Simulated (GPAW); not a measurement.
# Al2O3 (Corundum, R-3c): the Al K absorption edge, part 2 of 2

What does one-electron theory with a core hole give for the Al K edge of Al2O3 (Corundum, R-3c)?

GPAW 26.7.0; X-ray absorption from dipole matrix elements to empty bands, plane-wave PAW PBE.

So far. Step 2 (The field without a hole): The mesh shows a gap of 6.18 eV, so the hole is first treated in a charged cell, without the excited electron. Step 3 (Spectrum without a core hole, ): The time allowed ran out, so this step gives no result.

## (5) Spectrum with FCH, Al atom 1

The holes are 4.8 Å apart. In GPAW the data set carries the hole's charge, so charge=0 means a charged cell and charge=-1 a neutral one. The excited electron is left out and a uniform background balances the charge. After the field has converged, empty bands are computed with the density fixed and the dipole matrix elements are summed.

The absorber has 3 O at 1.85 Å and 3 O at 1.97 Å (distorted octahedral, site symmetry 3).

File xas.py:

```python
import numpy as np
from ase import Atoms
from ase.parallel import parprint, paropen
from gpaw import GPAW, PW, FermiDirac, Mixer, MixerDif, setup_paths
from gpaw.test import gen
setup_paths.insert(0, '.')
gen('Al', name='fch1s', xcname='PBE', corehole=(1, 0, 1), write_xml=True)

atoms = Atoms('Al4O6',
    cell=[[-2.38025, 4.12271393, 0],
     [2.38025, 4.12271393, 0],
     [-2.38025, -1.37423798, -4.33186667]],
    scaled_positions=[[0.85216, 0.29568, 0.44352],
     [0.64784, 0.70432, 0.05648],
     [0.14784, 0.70432, 0.55648],
     [0.35216, 0.29568, 0.94352],
     [0.75, 0.80668, 0.75],
     [0.44332, 0.5, 0.75],
     [0.05668, 0.19332, 0.75],
     [0.25, 0.19332, 0.25],
     [0.55668, 0.5, 0.25],
     [0.94332, 0.80668, 0.25]],
    pbc=True)
atoms.calc = calc = GPAW(legacy_gpaw=True, mode=PW(500), xc='PBE', setups={0: 'fch1s'},
    kpts={'size': (5, 5, 5), 'gamma': True}, occupations=FermiDirac(0.02),
    charge=0, mixer=Mixer(0.1, 5, 50), maxiter=150,
    convergence={'density': 0.0001}, txt='scf.txt')
energy = atoms.get_potential_energy() + calc.get_reference_energy()
ef = calc.get_fermi_level()
out = dict(energy=energy, fermi=ef, forces=atoms.get_forces().tolist())
parprint(f'all-electron energy {energy:.4f} eV, Fermi level {ef:.4f} eV')
ev = np.array([[calc.get_eigenvalues(k, s) for k in range(len(calc.get_ibz_k_points()))] for s in range(calc.get_number_of_spins())])
out['homo'], out['lumo'], out['counts'] = ev[ev < ef].max(), ev[ev > ef].min(), sorted(set((ev < ef).sum((0, 2)).tolist()))
out['filled'] = (ev[:, 0] < ef).sum(1).tolist()

from gpaw.xas import XAS
nb = int(calc.get_number_of_electrons() / 2) + 54
top, nb = nb, nb + 8 + nb // 12
nscf = calc.fixed_density(kpts={'size': (7, 7, 7), 'gamma': True}, nbands=nb,
    convergence={'bands': top, 'eigenstates': 1e-5}, maxiter=60, txt='nscf.txt')
cell = atoms.cell.array
ops = [cell.T @ U.T @ np.linalg.inv(cell.T) for U in nscf.wfs.kd.symmetry.op_scc]
filled = [24]  # bands filled in the ground state, by spin
E = np.arange(-6, 34, 0.1)
fwhm = np.interp(E, [4, 25], [0.9, 3.5])
Y, X, zero, highest = 0, 0, 1e9, 1e9
for spin in range(nscf.get_number_of_spins()):
    xas = XAS(nscf, mode='all', center=0, spin=spin)
    eps = xas.eps_kn
    d = xas.sigma_cmkn  # core-to-band dipole matrix elements, k weights included
    T = np.einsum('amkn,bmkn->abkn', d, d.conj()).real
    T = sum(np.einsum('ai,ijkn,bj->abkn', R, T, R) for R in ops) / len(ops)
    empty = np.ones_like(eps, bool) & (np.arange(nb) >= filled[spin])
    zero, highest = min(zero, eps[empty].min()), min(highest, eps[:, top - 1].min())
    lines = [(eps, T, empty)] if spin == 0 else lines + [(eps, T, empty)]
for eps, T, empty in lines:
    f = np.einsum('aakn->akn', T).reshape(3, -1)
    x = eps.ravel() - zero
    w = np.interp(x, E, fwhm) / 2.35482
    g = np.exp(-0.5 * ((E[:, None] - x) / w) ** 2) / (w * (2 * np.pi) ** 0.5)
    Y = Y + (f * empty.ravel()) @ g.T
    X = X + (f * ~empty.ravel()) @ g.T
out.update(E=E.round(2).tolist(), xas=Y.tolist(), xes=X.tolist(), zero=zero, valid=highest - zero, nk=len(eps), nb=nb)
for i in range(0, len(E), 10):
    parprint(f'{E[i]:7.2f}', *(f'{v:10.3e}' for v in Y[:, i]))
import json
with paropen('out.json', 'w') as f:
    json.dump(out, f)
```

The run is started by

```sh
> OMP_NUM_THREADS=1 python xas.py
```

Numbers of over 12 decimals in the logs are rounded to 6 here.

What it wrote:

```text
Input parameters:
  convergence: {density: 0.0001}
  kpts: {gamma: True,
         size: (5, 5, 5)}
  maxiter: 150
  mixer: {backend: pulay,
          beta: 0.1,
          method: separate,
          nmaxold: 5,
          weight: 50}
  mode: {ecut: 500.0,
         name: pw}
  occupations: {fixmagmom: False,
                name: fermi-dirac,
                width: 0.02}
  setups: {0: fch1s}
  xc: PBE

Initialize ...

[... PAW data sets ...]

Reference energy: -37078.602659  # eV

Spin-paired calculation

[... convergence settings ...]
Symmetries present (total): 1
  [... symmetry matrices ...]

125 k-points: 5 x 5 x 5 Monkhorst-Pack grid
63 k-points in the irreducible part of the Brillouin zone
       k-points in crystal coordinates                weights
   0:     0.00000000    0.00000000    0.00000000          1/125
   1:     0.00000000    0.00000000    0.20000000          2/125
   2:     0.00000000    0.00000000    0.40000000          2/125
   3:     0.00000000    0.20000000   -0.40000000          2/125
   4:     0.00000000    0.20000000   -0.20000000          2/125
   5:     0.00000000    0.20000000    0.00000000          2/125
   6:     0.00000000    0.20000000    0.20000000          2/125
   7:     0.00000000    0.20000000    0.40000000          2/125
   8:     0.00000000    0.40000000   -0.40000000          2/125
   9:     0.00000000    0.40000000   -0.20000000          2/125
          ...
  62:     0.40000000    0.40000000    0.40000000          2/125

Wave functions: Plane wave expansion
  Cutoff energy: 500.000 eV
  Number of coefficients (min, max): 2131, 2172
  Pulay-stress correction: 0.000000 eV/Ang^3 (de/decut=0.000000)
  Using FFTW library
  Wavefunction extrapolation:
    Improved wavefunction reuse through dual PAW basis

Occupation numbers: Fermi-Dirac:
  width: 0.0200  # eV

Eigensolver
   Davidson(niter=2)

Densities:
  Coarse grid: 25*25*27 grid
  Fine grid: 50*50*54 grid
  Total Charge: 1.000000

Density mixing:
  Method: separate
  Backend: pulay
  Linear mixing parameter: 0.1
  old densities: 5
  Width of damping distribution: 1.1
  Damping of long wavelength oscillations: 50

[... Hamiltonian set-up ...]
Number of atoms: 10
Number of atomic orbitals: 40
Number of bands in calculation: 33
Number of valence electrons: 48
Bands to converge: occupied

... initialized

Initializing position-dependent things.

Density initialized from atomic densities
Creating initial wave functions:
  33 bands from LCAO basis set

               O Al

              O
          AlO
             O Al
           O

        AlO

Atomic positions and initial magnetic moments

Positions:
   0 Al    -2.380250    4.122714   -1.921270    ( 0.0000,  0.0000,  0.0000)
   1 Al    -0.000000    5.496952   -0.244664    ( 0.0000,  0.0000,  0.0000)
   2 Al    -0.000000    2.748476   -2.410597    ( 0.0000,  0.0000,  0.0000)
   3 Al    -2.380250    1.374238   -4.087203    ( 0.0000,  0.0000,  0.0000)
   4 O     -1.650275    5.387068   -3.248900    ( 0.0000,  0.0000,  0.0000)
   5 O     -1.650275    2.858360   -3.248900    ( 0.0000,  0.0000,  0.0000)
   6 O     -1.459950   -0.000000   -3.248900    ( 0.0000,  0.0000,  0.0000)
   7 O     -0.729975    1.484122   -1.082967    ( 0.0000,  0.0000,  0.0000)
   8 O     -0.729975    4.012830   -1.082967    ( 0.0000,  0.0000,  0.0000)
   9 O     -0.920300    6.871190   -1.082967    ( 0.0000,  0.0000,  0.0000)

Unit cell:
           periodic     x           y           z      points  spacing
  1. axis:    yes   -2.380250    4.122714    0.000000    25     0.1572
  2. axis:    yes    2.380250    4.122714    0.000000    25     0.1392
  3. axis:    yes   -2.380250   -1.374238   -4.331867    27     0.1604

  Lengths:   4.760500   4.760500   5.130223
  Angles:  117.643335  90.000000  60.000000

Effective grid spacing dv^(1/3) = 0.1714

iter:   1   -95.661868
iter:   2   -93.027786   -1.47  -0.77
iter:   3   -90.187970   -1.08  -0.87
iter:   4   -90.623567   -1.57  -1.22
iter:   5   -90.412161   -1.91  -1.54
iter:   6   -90.392247   -3.22  -2.18
iter:   7   -90.392222c  -4.45  -2.76
iter:   8   -90.392953c  -4.39  -2.87
iter:   9   -90.392064c  -4.69  -2.88
iter:  10   -90.392054c  -6.26  -3.62
iter:  11   -90.392047c  -6.37  -3.75
iter:  12   -90.392046c  -7.20  -3.92
iter:  13   -90.392046c  -7.36  -3.99
iter:  14   -90.392046c  -7.84c -4.14c

Converged after 14 iterations.

Dipole moment: (-0.472375, 0.514917, 0.106259) |e|*Ang

Energy contributions relative to reference atoms: (reference = -37078.602659)

Kinetic:        +29.064020
Potential:      -41.530070
External:        +0.000000
XC:             -77.958443
Entropy (-ST):   -0.000000
Local:           +0.032448
SIC:             +0.000000
--------------------------
Free energy:    -90.392046
Extrapolated:   -90.392046

Showing only first 2 kpts
 Kpt  Band  Eigenvalues  Occupancy
  0    22      6.29832    2.00000
  0    23      6.29908    2.00000
  0    24     11.74609    0.00000
  0    25     14.95590    0.00000

  1    22      6.22973    2.00000
  1    23      6.27721    2.00000
  1    24     12.37438    0.00000
[...]
Fermi level: 7.31166

Gap: 5.447 eV
Transition (v -> c):
  (s=0, k=0, n=23, [0.00, 0.00, 0.00]) -> (s=0, k=0, n=24, [0.00, 0.00, 0.00])
No difference between direct/indirect transitions

Forces in eV/Ang:
  0 Al    0.00023   -0.00033   -0.34267
  1 Al    0.00020   -0.00017    0.18958
  2 Al   -0.00039    0.00037   -0.44181
  3 Al   -0.00024    0.00016    0.58272
  4 O    -0.64598   -0.96187    0.90734
  5 O    -0.50776    1.03936    0.90850
  6 O     1.15609   -0.08104    0.90808
  7 O     0.96493   -1.49208   -0.90350
  8 O    -1.77628   -0.08907   -0.90418
  9 O     0.80927    1.58456   -0.90375
Scalar-relativistic atomic PBE calculation for Al (Aluminium, Z=13)
Core hole in 1s state (1s occupation: 1.0)
450 radial gridpoints.
|------------------------------------------------|
|------------------------------------------------|
[... the atom generator's iteration count ...]

Energy contributions:
-------------------------
Kinetic:     +184.765236
XC:           -14.896209
Potential:   -354.468924
-------------------------
Total:       -184.599897

state      eigenvalue         ekin         rmax
-----------------------------------------------
1s^1.0 :   -60.636300    82.700333        0.077
2s^2.0 :    -5.219564    12.417049        0.471
2p^6.0 :    -3.893803    12.090812        0.390
3s^2.0 :    -0.681863     1.698318        1.791
3p^1.0 :    -0.434383     1.289297        2.020
-----------------------------------------------
(units: Bohr and Hartree)

Generating PAW setup
Kinetic energy of the core from tauc = 180.397025
Cutoffs:
rc(s)=2.050
rc(p)=2.050
rc(d)=2.050
rc(vbar)=1.845
rc(comp)=2.050
rc(nct)=2.050

Kinetic energy of the core states: 180.079303
Charge: 1.0
Core electrons: 9.0
Valence electrons: 3.0
Pseudo-core charge: 0.164936
Shape function alpha=2.380
Pseudo-electron charge 3.417904
state    eigenvalue         norm
--------------------------------
3s(2) :    -0.681863     1.122160
*s    :     0.318137
3p(1) :    -0.434383     1.008647
*p    :     0.565617
*d    :     0.000000
--------------------------------

Diagonalizing with gridspacing h=0.050

state   all-electron     PAW
-------------------------------
3s:      -0.681863    -0.682021
3p:      -0.434383    -0.434559
*d:                   -0.135907
*f:                   -0.021975
-------------------------------
all-electron energy -37168.9947 eV, Fermi level 7.3117 eV
[...]
31.00  4.571e-06  4.571e-06  3.940e-06
  32.00  4.387e-06  4.387e-06  4.643e-06
  33.00  4.089e-06  4.089e-06  5.081e-06
```

The job ended after 11 min (1 thread of Arm Neoverse V2, shared host; peak memory 1.1 GiB).

The Al K spectrum, Al atom 1, full core hole (charged cell) (energy from the lowest empty level; intensity scaled to a mean of 1 over the first 20 eV; polarised curves are means over the symmetry-equivalent atoms):

```tsv
E (eV)	isotropic	ε ⊥ c	ε ∥ c
-2.00	0.00	0.00	0.00
-1.25	0.00	0.00	0.00
-0.50	0.00	0.00	0.00
0.25	0.00	0.00	0.00
1.00	0.01	0.01	0.02
1.75	0.04	0.03	0.05
2.50	0.09	0.06	0.15
3.25	1.50	1.39	1.73
4.00	3.33	2.76	4.47
4.75	3.07	2.93	3.36
5.50	2.11	2.38	1.58
6.25	1.49	1.68	1.13
7.00	1.52	1.64	1.28
7.75	1.68	1.66	1.71
8.50	1.90	1.91	1.87
9.25	1.54	1.50	1.61
10.00	0.84	0.79	0.95
10.75	0.62	0.71	0.43
11.50	0.69	0.89	0.28
12.25	0.71	0.92	0.30
13.00	0.63	0.78	0.34
13.75	0.58	0.65	0.44
14.50	0.59	0.60	0.58
15.25	0.61	0.57	0.69
16.00	0.60	0.53	0.74
16.75	0.57	0.48	0.73
17.50	0.53	0.44	0.70
18.25	0.49	0.41	0.65
19.00	0.46	0.39	0.60
19.75	0.44	0.39	0.54
20.50	0.43	0.40	0.48
21.25	0.43	0.42	0.45
22.00	0.45	0.45	0.45
22.75	0.47	0.48	0.45
23.50	0.47	0.49	0.44
24.25	0.46	0.49	0.41
25.00	0.45	0.48	0.38
25.75	0.44	0.48	0.35
26.50	0.42	0.47	0.32
27.25	0.41	0.47	0.30
```

Main maxima below 24 eV (height): 4.2 eV (3.41), 8.6 eV (1.90) and 12.0 eV (0.72). A K edge sees empty p states on the absorber.

The hole costs E(hole) − E(ground) = 1562.89 eV, and the lowest empty level of the hole cell on the spectrum's mesh lies at 11.75 eV, which puts the zero at 1574.64 eV. One term is added: -13.99 eV, since the hole is spin-paired here and a spin-polarised one costs that much less in the free atom (computed apart). The photon energy is then 1560.65 eV. The tabulated edge of the element is 1559 eV. The functional and the charged cell's background leave an error of a few eV in such absolute values.

## (6) Excitation energy, Al atom 1

With the excited electron kept in the cell the system stays neutral, and the energy difference is an excitation energy by itself. In a small cell that electron takes up a good share of the lowest empty band, or all of one, which shifts the value from the true onset.

Changed against the first core-hole run: core hole to XCH, with the smearing that suits a partly filled band.

File scf.py:

```python
import numpy as np
from ase import Atoms
from ase.parallel import parprint, paropen
from gpaw import GPAW, PW, FermiDirac, Mixer, MixerDif, setup_paths
from gpaw.test import gen
setup_paths.insert(0, '.')
gen('Al', name='fch1s', xcname='PBE', corehole=(1, 0, 1), write_xml=True)

atoms = Atoms('Al4O6',
    cell=[[-2.38025, 4.12271393, 0],
     [2.38025, 4.12271393, 0],
     [-2.38025, -1.37423798, -4.33186667]],
    scaled_positions=[[0.85216, 0.29568, 0.44352],
     [0.64784, 0.70432, 0.05648],
     [0.14784, 0.70432, 0.55648],
     [0.35216, 0.29568, 0.94352],
     [0.75, 0.80668, 0.75],
     [0.44332, 0.5, 0.75],
     [0.05668, 0.19332, 0.75],
     [0.25, 0.19332, 0.25],
     [0.55668, 0.5, 0.25],
     [0.94332, 0.80668, 0.25]],
    pbc=True)
atoms.calc = calc = GPAW(legacy_gpaw=True, mode=PW(500), xc='PBE', setups={0: 'fch1s'},
    kpts={'size': (5, 5, 5), 'gamma': True}, occupations=FermiDirac(0.04),
    charge=-1, mixer=Mixer(0.1, 5, 50), maxiter=150,
    convergence={'density': 0.0001}, txt='scf.txt')
energy = atoms.get_potential_energy() + calc.get_reference_energy()
ef = calc.get_fermi_level()
out = dict(energy=energy, fermi=ef, forces=atoms.get_forces().tolist())
parprint(f'all-electron energy {energy:.4f} eV, Fermi level {ef:.4f} eV')
ev = np.array([[calc.get_eigenvalues(k, s) for k in range(len(calc.get_ibz_k_points()))] for s in range(calc.get_number_of_spins())])
out['homo'], out['lumo'], out['counts'] = ev[ev < ef].max(), ev[ev > ef].min(), sorted(set((ev < ef).sum((0, 2)).tolist()))
out['filled'] = (ev[:, 0] < ef).sum(1).tolist()
import json
with paropen('out.json', 'w') as f:
    json.dump(out, f)
```

The run is started by

```sh
> OMP_NUM_THREADS=1 python scf.py
```

What it wrote:

```text
Input parameters:
  charge: -1
  convergence: {density: 0.0001}
  kpts: {gamma: True,
         size: (5, 5, 5)}
  maxiter: 150
  mixer: {backend: pulay,
          beta: 0.1,
          method: separate,
          nmaxold: 5,
          weight: 50}
  mode: {ecut: 500.0,
         name: pw}
  occupations: {fixmagmom: False,
                name: fermi-dirac,
                width: 0.04}
  setups: {0: fch1s}
  xc: PBE

[...]
3s(2) :    -0.681863     1.122160
*s    :     0.318137
3p(1) :    -0.434383     1.008647
*p    :     0.565617
*d    :     0.000000
--------------------------------

Diagonalizing with gridspacing h=0.050

state   all-electron     PAW
-------------------------------
3s:      -0.681863    -0.682021
3p:      -0.434383    -0.434559
*d:                   -0.135907
*f:                   -0.021975
-------------------------------
all-electron energy -37155.7144 eV, Fermi level 13.8008 eV
[key lines of the parts left out:]
Converged after 16 iterations.
Dipole moment: (-0.385545, 0.509584, -0.021025) |e|*Ang
Free energy:    -77.117862
Fermi level: 13.80077
```

Wall time 2 min (1 thread); peak memory 0.32 GiB.

The total-energy difference is 1576.17 eV. With the free-atom term of -13.99 eV for this edge, the photon energy is 1562.18 eV.

## (7) Summary of results

```yaml
absorber_and_edge: Al K, atom 1 of the ground-state input (counted from 1)
surroundings: 3 O at 1.85 Å and 3 O at 1.97 Å (distorted octahedral, site symmetry 3)
highest_intensity_below_16_ev: 4.2 eV above the zero, height 3.41
photon_energy_of_the_zero_with_the_added_terms: 1560.6 eV (raw 1574.6 eV; uncertain by a few eV)
```

In words: The Al K edge of atom 1, with 3 O at 1.85 Å and 3 O at 1.97 Å (distorted octahedral, site symmetry 3), has its highest intensity of the first 16 eV at 4.2 eV above the zero, near 1565 eV in photon energy (uncertain by a few eV), 3.4 times the mean level of the first 20 eV (Gaussian full width 0.9 eV up to 4 eV, rising linearly to 3.5 eV at 25 eV). The neutral-cell energy lies +1.5 eV from the charged-cell zero, a gap made of the charged-cell error and of where the added electron settles. At the Al K edge of atom 1 polarisation matters most near 4.2 eV, where the curves differ by 1.9 on this scale. The holes are only 4.8 Å apart, so the shape is probably not converged with cell size; no larger cell was run here. The mesh is coarse (0.26 Å⁻¹ between points), so small maxima may be mesh ripples. Lifetime broadening is put in by hand, and intensities beyond about 20 eV depend on it and on the partial waves; weight that the partial waves miss at high energy is lost. The structure is a published determination, not relaxed.

[Banner, clock and machine lines of the logs are left out without a mark of their own.]

[Logs are printed without paths, hosts, clocks, repeated set-up lines and the standing remarks that a program may print on its own settings, such as how far it seeks lower states.]

[Hosts, paths, dates, database ids (printed as entryN), source tags and the programs' standing remarks are cut or masked in the printed files.]

[Lists of maxima count a maximum above −3 eV only where it reaches 4 % of the highest in the window and stands out from its surroundings by 2 % of it (1.5 % where it reaches 55 %); shoulders and weaker maxima are passed over, and of the rest the first, up to two pre-edge ones and the few strongest are named.]
